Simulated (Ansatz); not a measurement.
**Quasiparticle gap of Sn2S3 (Ottemannite)**

Wanted: the gap of Sn2S3 (Ottemannite) with a many-body correction, and the time that it takes.

Calculated with Ansatz 0.2.0; r2SCAN, then G0W0 on it, plane waves, PAW.

Report form: the programs' logs are mostly left out.

In doubt: masses and optical values from hybrid runs of this build are listed as unsure (in some of the runs), which bears on the screening that GW takes from such a start.

## 1. Starting point

The structure is orthorhombic, space group Pnma (No. 62). The conventional cell has a = 8.878 Å, b = 3.751 Å, c = 14.020 Å, α = 90.00°, β = 90.00°, γ = 90.00°. Sn has 6 S at 2.50 to 2.60 Å nearest. Nearest to Sn lie 4 S at 2.65 to 3.14 Å. Nearest to S lie 4 Sn at 2.57 to 3.14 Å. Nearest to S lie 3 Sn at 2.56 to 2.77 Å. S has 3 Sn at 2.50 to 2.65 Å nearest. Farther neighbours and most contacts between anions are not listed.

The cell and positions come from the Crystallography Open Database and are kept as given unless a step says otherwise. The default PAW set here is soft_2. Its files were made with PBE.

## 2. Bands along the symmetry lines

Levels along a band path and on the mesh show where this functional puts the band edges.

This step: DFT, r2SCAN, plane waves, PAW.

The input, input.yaml:

```yaml
crystal:
  lattice:
    - [8.878, 0.0, 0.0]
    - [0.0, 3.751, 0.0]
    - [0.0, 0.0, 14.02]
  atoms:
    - { symbol: Sn, position: [0.16494, 0.25, 0.05195] }
    - { symbol: Sn, position: [0.33506, 0.75, 0.55195] }
    - { symbol: Sn, position: [0.66494, 0.25, 0.44805] }
    - { symbol: Sn, position: [0.83506, 0.75, 0.94805] }
    - { symbol: Sn, position: [0.48509, 0.75, 0.16936] }
    - { symbol: Sn, position: [0.01491, 0.25, 0.66936] }
    - { symbol: Sn, position: [0.98509, 0.75, 0.33064] }
    - { symbol: Sn, position: [0.51491, 0.25, 0.83064] }
    - { symbol: S, position: [0.98047, 0.75, 0.1064] }
    - { symbol: S, position: [0.51953, 0.25, 0.6064] }
    - { symbol: S, position: [0.48047, 0.75, 0.3936] }
    - { symbol: S, position: [0.01953, 0.25, 0.8936] }
    - { symbol: S, position: [0.33879, 0.75, 0.99524] }
    - { symbol: S, position: [0.16121, 0.25, 0.49524] }
    - { symbol: S, position: [0.83879, 0.75, 0.50476] }
    - { symbol: S, position: [0.66121, 0.25, 0.00476] }
    - { symbol: S, position: [0.28631, 0.25, 0.21246] }
    - { symbol: S, position: [0.21369, 0.75, 0.71246] }
    - { symbol: S, position: [0.78631, 0.25, 0.28754] }
    - { symbol: S, position: [0.71369, 0.75, 0.78754] }
kpoints:
  mp_grid: { grid: [4, 6, 2] }
  band_path:
    path:
      - [[0.0, 0.0, 0.0], [0.5, 0.0, 0.0], [0.5, 0.5, 0.0], [0.0, 0.5, 0.0], [0.0, 0.0, 0.0], [0.0, 0.0, 0.5], [0.5, 0.0, 0.5], [0.5, 0.5, 0.5], [0.0, 0.5, 0.5], [0.0, 0.0, 0.5]]
      - [[0.5, 0.0, 0.0], [0.5, 0.0, 0.5]]
      - [[0.0, 0.5, 0.0], [0.0, 0.5, 0.5]]
      - [[0.5, 0.5, 0.0], [0.5, 0.5, 0.5]]
    npoints: 10
hamiltonian:
  xc: r2scan
scf:
  occupations: { method: fermi_dirac, width: 0.02 }
  n_extra_bands: 10
output:
  eigenvalues: true
  forces: true
  stress: true
```

The run is started by

```
$ ansatz run input.yaml --threads 24 --pin off --max-ram 82944MiB --backend cuda --events-out ev --progress --plain --runs-dir out --devices 1 --max-vram 78GiB
```

Elapsed: 5.2 s, on 1 × NVIDIA GB200 (shared by 2 runs) with 24 threads of Arm Neoverse V2, shared host; peak memory 1.8 GiB; 49 s of CPU time.

Numbers from this step:

- pressure: 1.470 GPa
- filled bands: 92
- gap: 0.8298 eV
- valence top at: k = (0.100, 0.000, 0.000)
- conduction bottom at: T
- least direct gap: 0.9166 eV

Over mesh and path the gap is 0.830 eV, from k = (0.100, 0.000, 0.000) to k = (0.000, 0.500, 0.500). The least direct gap found is 0.917 eV, at k = (0.000, 0.000, 0.450). On the 4×6×2 mesh alone the same run gives 0.876 eV, so that mesh misses an edge of r2SCAN: 0.876 − 0.830 = +0.046 eV.

Electronic bands along the path, in eV, zero at the top of the highest nominally filled band:

```csv
point,band 89,band 90,band 91,band 92,band 93,band 94,band 95,band 96
Γ,-1.33,-0.85,-0.11,-0.05,1.06,1.22,1.33,1.63
halfway,-1.27,-0.92,-0.49,-0.08,0.98,1.07,1.66,1.75
X,-0.93,-0.93,-0.61,-0.61,0.96,0.96,1.93,1.93
halfway,-0.92,-0.92,-0.67,-0.67,1.46,1.46,1.87,1.87
S,-1.33,-1.33,-1.33,-1.33,1.40,1.40,1.40,1.40
halfway,-1.40,-1.40,-1.14,-1.14,1.32,1.32,1.33,1.33
Y,-1.55,-1.55,-1.02,-1.02,1.21,1.21,1.42,1.42
halfway,-1.02,-0.95,-0.91,-0.87,1.31,1.50,1.83,1.96
Γ,-1.33,-0.85,-0.11,-0.05,1.06,1.22,1.33,1.63
halfway,-1.38,-0.93,-0.08,-0.06,0.92,1.04,1.47,1.65
Z,-1.19,-1.19,-0.06,-0.06,0.86,0.86,1.61,1.61
halfway,-1.02,-1.02,-0.24,-0.24,0.85,0.85,1.67,1.67
U,-0.71,-0.71,-0.59,-0.59,0.86,0.86,1.77,1.77
halfway,-0.87,-0.87,-0.75,-0.75,1.54,1.54,1.80,1.80
R,-1.38,-1.38,-1.38,-1.38,1.31,1.31,1.31,1.31
halfway,-1.56,-1.56,-1.13,-1.13,0.93,0.93,1.64,1.64
T,-1.54,-1.54,-1.01,-1.01,0.83,0.83,1.81,1.81
halfway,-1.02,-1.02,-0.98,-0.98,1.32,1.32,1.97,1.97
Z,-1.19,-1.19,-0.06,-0.06,0.86,0.86,1.61,1.61
jump to X,-0.93,-0.93,-0.61,-0.61,0.96,0.96,1.93,1.93
halfway,-0.82,-0.82,-0.60,-0.60,0.91,0.91,1.85,1.85
U,-0.71,-0.71,-0.59,-0.59,0.86,0.86,1.77,1.77
jump to Y,-1.55,-1.55,-1.02,-1.02,1.21,1.21,1.42,1.42
halfway,-1.57,-1.57,-1.01,-1.01,0.96,0.96,1.68,1.68
T,-1.54,-1.54,-1.01,-1.01,0.83,0.83,1.81,1.81
jump to S,-1.33,-1.33,-1.33,-1.33,1.40,1.40,1.40,1.40
```

## 3. G0W0 on the 2×4×2 mesh

G0W0 replaces the xc potential by a self-energy built once from the orbitals of the start. Levels are corrected in the window of bands that the input names, at points of the mesh.

This step: G0W0 on r2SCAN, plane waves, PAW.

input.yaml, the sections that differ from step 2:

```yaml
kpoints:
  mp_grid: { grid: [2, 4, 2] }
scf:
  occupations: { method: fixed }
gw:
  n_empty_bands: 905
  ecut_chi: 90.0
  qp_bands: [v4, c4]
  qp_kpoints: band_edges
  screening: { model: contour_deformation }
# crystal, hamiltonian: as in step 2
# output: removed
```

The job ended after 37 s (1 × NVIDIA GB200 (shared by 2 runs) with 24 threads; peak memory 8.4 GiB).

This step gave:

| Quantity | Value |
| --- | --- |
| bands summed | 997 |
| RPA ε∞ on this mesh (eigenvalues) | 8.216, 8.223, 8.425 |
| plane waves in the screening matrix | 885 |
| q-points in the mesh | 16 |
| G0W0 gap over the corrected points | 1.422 eV |
| k of the valence top | 0, 0, 0 |
| k of the conduction bottom | 0, -0.5, -0.5 |
| starting gap on the mesh | 0.8819 eV |
| Z at the valence top | 0.7632 |
| Z at the conduction bottom | 0.7792 |
| least direct G0W0 gap over the corrected points | 1.438 eV |

Over 11 of 12 irreducible mesh points the G0W0 gap is 1.422 eV, from k = Γ to k = (0.000, -0.500, -0.500). The r2SCAN gap of this run on the mesh is 0.882 eV. The two states that bound the G0W0 gap lie that far apart at the start, so the correction of the gap is 1.422 − 0.882 = +0.540 eV. The start of this run differs from the step before in mesh (4×6×2 and 2×4×2).

Labels follow the order of the start: v1 is the top filled band, c1 the lowest empty one; levels that stay degenerate share a row, the window can cut a multiplet, doubted levels are not marked in this list, bands outside the window were not corrected, and the list may be a part of the corrected levels. The levels before and after the correction (eV, zero at the valence-band top of each column):

```csv
,conduction bottom,valence top
Kohn-Sham,0.88,0.00
G0W0,1.42,0.00
```

```csv
,level,occupation,energy (eV)
Kohn-Sham,Γ v3,2,-0.799
Kohn-Sham,Γ v2,2,-0.063
Kohn-Sham,Γ v1,2,0.000
Kohn-Sham,Γ c1,0,1.110
Kohn-Sham,Γ c2,0,1.272
Kohn-Sham,Γ c3,0,1.388
Kohn-Sham,(0 -0.5 -0.5) v3,2,-1.491
Kohn-Sham,(0 -0.5 -0.5) v2-v1,2,-0.965
Kohn-Sham,(0 -0.5 -0.5) c1-c2,0,0.882
Kohn-Sham,(0 -0.5 -0.5) c3,0,1.862
G0W0,Γ v3,2,-0.799
G0W0,Γ v2,2,-0.094
G0W0,Γ v1,2,0.000
G0W0,Γ c1,0,1.649
G0W0,Γ c2,0,1.816
G0W0,Γ c3,0,1.948
G0W0,(0 -0.5 -0.5) v3,2,-1.476
G0W0,(0 -0.5 -0.5) v2-v1,2,-1.027
G0W0,(0 -0.5 -0.5) c1-c2,0,1.422
G0W0,(0 -0.5 -0.5) c3,0,2.424
```

The parts of the quasiparticle energy for the two states that bound the G0W0 gap, in eV on the run's own scale (QP = start + Σx + Σc − Vxc, with Σc at the quasiparticle energy):

```csv
edge,k,band,start,Σx,Σc,Vxc,Z,QP
valence top,Γ,92,7.534,−17.155,1.206,−15.745,0.763,7.330
conduction bottom,"(0.000, -0.500, -0.500)",93,8.416,−10.681,−3.178,−14.194,0.779,8.752
```

## 4. Spin-orbit coupling in r2SCAN

This run has two-component orbitals with spin-orbit coupling.

This step: DFT, r2SCAN with spin-orbit coupling, plane waves, PAW.

Changes to input.yaml since step 3:

```diff
@@ -27,3 +27,16 @@
 kpoints:
-  mp_grid: { grid: [2, 4, 2] }
+  mp_grid: { grid: [4, 6, 2] }
+  band_path:
+    path:
+      - [0.0, 0.0, 0.0]
+      - [0.5, 0.0, 0.0]
+      - [0.5, 0.5, 0.0]
+      - [0.0, 0.5, 0.0]
+      - [0.0, 0.0, 0.5]
+      - [0.5, 0.0, 0.5]
+      - [0.5, 0.5, 0.5]
+      - [0.0, 0.5, 0.5]
+      - [0.1, 0.0, 0.0]
+      - [0.0, 0.0, 0.45]
+    npoints: 1
 hamiltonian:
@@ -31,8 +44,10 @@
 scf:
-  occupations: { method: fixed }
-gw:
-  n_empty_bands: 905
-  ecut_chi: 90.0
-  qp_bands: [v4, c4]
-  qp_kpoints: band_edges
-  screening: { model: contour_deformation }
+  occupations: { method: fermi_dirac, width: 0.02 }
+  n_extra_bands: 20
+magnetization:
+  noncollinear: true
+  spin_orbit: true
+output:
+  eigenvalues: true
+  forces: true
+  stress: true
```

The job ended after 6.8 s (1 × NVIDIA GB200 (shared by 2 runs) with 24 threads; peak memory 2.5 GiB).

Numbers from this step:

| Quantity | Value |
| --- | --- |
| pressure | 1.435 GPa |
| gap | 0.8307 eV |
| valence top at | k = (0.100, 0.000, 0.000) |
| conduction bottom at | T |
| least direct gap | 0.9148 eV |

Over mesh and listed points the gap is 0.831 eV, from k = (0.100, 0.000, 0.000) to k = (0.000, 0.500, 0.500). The least direct gap found is 0.915 eV, at k = (0.000, 0.000, 0.450). On the 4×6×2 mesh alone the same run gives 0.876 eV, so that mesh misses an edge of r2SCAN+SOC: 0.876 − 0.831 = +0.045 eV. r2SCAN+SOC against r2SCAN: 0.831 − 0.830 = +0.001 eV, with the same mesh, set of files (read in its fully relativistic form for the spin-orbit run) and cutoff, and both edges at the same k points. The spin-orbit run sees mesh and listed points alone, so its gap is an upper bound: the coupling can move an edge off these points, and the change over the zone, its sign included where it is small, is not known.

## 5. The runs together

Each gap is the least one over the points named; times are wall times on shared hosts, not benchmarks. A G0W0 time includes the run's own self-consistent start. Runs with listed points see these and the mesh alone, so an edge that moves elsewhere is missed. Rows marked * are further runs, not shown as steps, whose inputs differ from the G0W0 step on the same start in the columns given; solver thresholds can differ too. Symmetry makes (0.000, 0.500, 0.500) and (0.000, -0.500, -0.500) one point.

```csv
level,mesh,"files, cutoff","bands summed, screening",points,gap (eV),valence top,conduction bottom,least direct gap (eV),time
r2SCAN,4×6×2,"soft_2 PAW, 500 eV",-,mesh and path,0.830,"(0.100, 0.000, 0.000)","(0.000, 0.500, 0.500)",0.917,5.2 s
r2SCAN+SOC,4×6×2,"soft_2 PAW, 500 eV",-,mesh and listed points,0.831,"(0.100, 0.000, 0.000)","(0.000, 0.500, 0.500)",0.915,6.8 s
G0W0@r2SCAN*,2×4×2,"soft_2 PAW, 500 eV","240, 27 eV",11 of 12 irreducible mesh points,1.370,Γ,"(0.000, 0.000, -0.500)",1.402,11 s
G0W0@r2SCAN*,2×4×2,"soft_2 PAW, 500 eV","512, 54 eV",11 of 12 irreducible mesh points,1.392,Γ,"(0.000, 0.000, -0.500)",1.415,18 s
G0W0@r2SCAN,2×4×2,"soft_2 PAW, 500 eV","997, 90 eV",11 of 12 irreducible mesh points,1.422,Γ,"(0.000, -0.500, -0.500)",1.438,37 s
G0W0@r2SCAN*,2×4×1,"soft_2 PAW, 500 eV","512, 54 eV",all 6 irreducible mesh points,1.561,Γ,"(-0.500, 0.000, 0.000)",1.636,7 s
G0W0@r2SCAN*,2×4×2,"soft_2 PAW, 500 eV","512, 54 eV, plasmon pole",11 of 12 irreducible mesh points,1.392,Γ,"(0.000, 0.000, -0.500)",1.421,20 s
```

## 6. What came out

```
r2SCAN gap over mesh and path                         : 0.830 eV, from k = (0.100, 0.000, 0.000) to k = (0.000, 0.500, 0.500)
G0W0@r2SCAN gap over 11 of 12 irreducible mesh points : 1.422 eV, from k = Γ to k = (0.000, -0.500, -0.500)
r2SCAN+SOC gap over mesh and listed points            : 0.831 eV
GW settings                                           : 2×4×2 mesh, 905 empty bands, screening to 90 eV
known limits                                          : finite bands, screening cutoff and k mesh; no spin-orbit coupling in G0W0; screening cutoff under 40 eV in some runs
```

In words: Over 11 of 12 irreducible mesh points the G0W0 gap is 1.422 eV, from k = Γ to k = (0.000, -0.500, -0.500). The r2SCAN gap of this run on the mesh is 0.882 eV. The two states that bound the G0W0 gap lie that far apart at the start, so the correction of the gap is 1.422 − 0.882 = +0.540 eV. The valence state moves by 7.330 − 7.534 = −0.204 eV and the conduction state by 8.752 − 8.416 = +0.336 eV, on the run's own scale; how far single levels stand from their limit in bands is not shown. Over mesh and path, r2SCAN puts the valence top at k = (0.100, 0.000, 0.000), where no G0W0 correction was computed. The G0W0 gap over the whole zone is therefore not known from this run; at its settings it can only be equal to or under the 1.422 eV found, and no correction is carried over from another point. For the start itself the gap is 0.830 eV over mesh and path and 0.882 eV on the mesh of the G0W0 run, in runs that differ in mesh (4×6×2 and 2×4×2). From 240 bands and 27 eV to 997 bands and 90 eV the gap moves by 1.422 − 1.370 = +0.052 eV (rung by rung 1.370, 1.392, 1.422 eV); bands and screening cutoff rise together, so their parts are not told apart. The states that bound the gap change along the series, so no limit is drawn and it is not known. With the 2×4×1 mesh in place of the 2×4×2 mesh and all else as in the G0W0@r2SCAN row with 512 bands, the gap differs by 1.561 − 1.392 = +0.169 eV, and that of the start by 1.024 − 0.882 = +0.142 eV; an edge lies at another k point, so this need not be the shift of one pair of states. With the plasmon pole model in place of the contour deformation model and all else as in the G0W0@r2SCAN row with 512 bands, the gap differs by 1.392 − 1.392 = +0.000 eV. G0W0 on other starts in this series, not shown as steps and not all at these settings: 1.547 eV on HSE06 (2×4×2, soft_2 PAW, 512 bands, 54 eV) and 1.707 eV on PBE0 (2×4×2, soft_2 PAW, 512 bands, 54 eV). r2SCAN+SOC against r2SCAN: 0.831 − 0.830 = +0.001 eV, with the same mesh, set of files (read in its fully relativistic form for the spin-orbit run) and cutoff, and both edges at the same k points. The spin-orbit run sees mesh and listed points alone, so its gap is an upper bound: the coupling can move an edge off these points, and the change over the zone, its sign included where it is small, is not known. What spin-orbit coupling does to the G0W0 levels was not computed, so no sum with the G0W0 gap is formed. The G0W0 runs are scalar-relativistic. G0W0@r2SCAN runs of this series with other atomic data on the same mesh, not shown as steps, give 1.394 eV (hard PAW, 640 eV, 544 bands, screening to 54 eV; the table's row with the same empty bands and screening cutoff has 1.392 eV); where bands and cutoffs differ too, the part of the files is not isolated. A screening cutoff under 40 eV is crude: G0W0@r2SCAN with 240 bands at 27 eV.

[Paths, hosts, dates, memory and timing lines, banners, echoed tables and standing remarks are left out of the program output.]

[Logs are printed without paths, hosts, clocks, repeated set-up lines and the standing remarks that a program may print on its own settings, such as how far it seeks lower states.]

[Runs of the session that timed out or met a known fault of the program may be left out.]

[Cells called generated may have been cut or substituted from an entry of the Crystallography Open Database or the Materials Project.]

[Hosts, paths, dates, database ids (printed as entryN), source tags and the programs' standing remarks are cut or masked in the printed files.]

[Where an RPA ε∞ is given, it is that of the G0W0 mesh and is not shown converged in it. Names of k-points follow the symmetry that the program found, which can be lower than the space group named. Band edges on a path are those of the sampled points; other points can move an edge, and change direct to indirect where valleys lie close.]

[Hybrid gaps are those of their k-mesh and are not shown converged in it.]
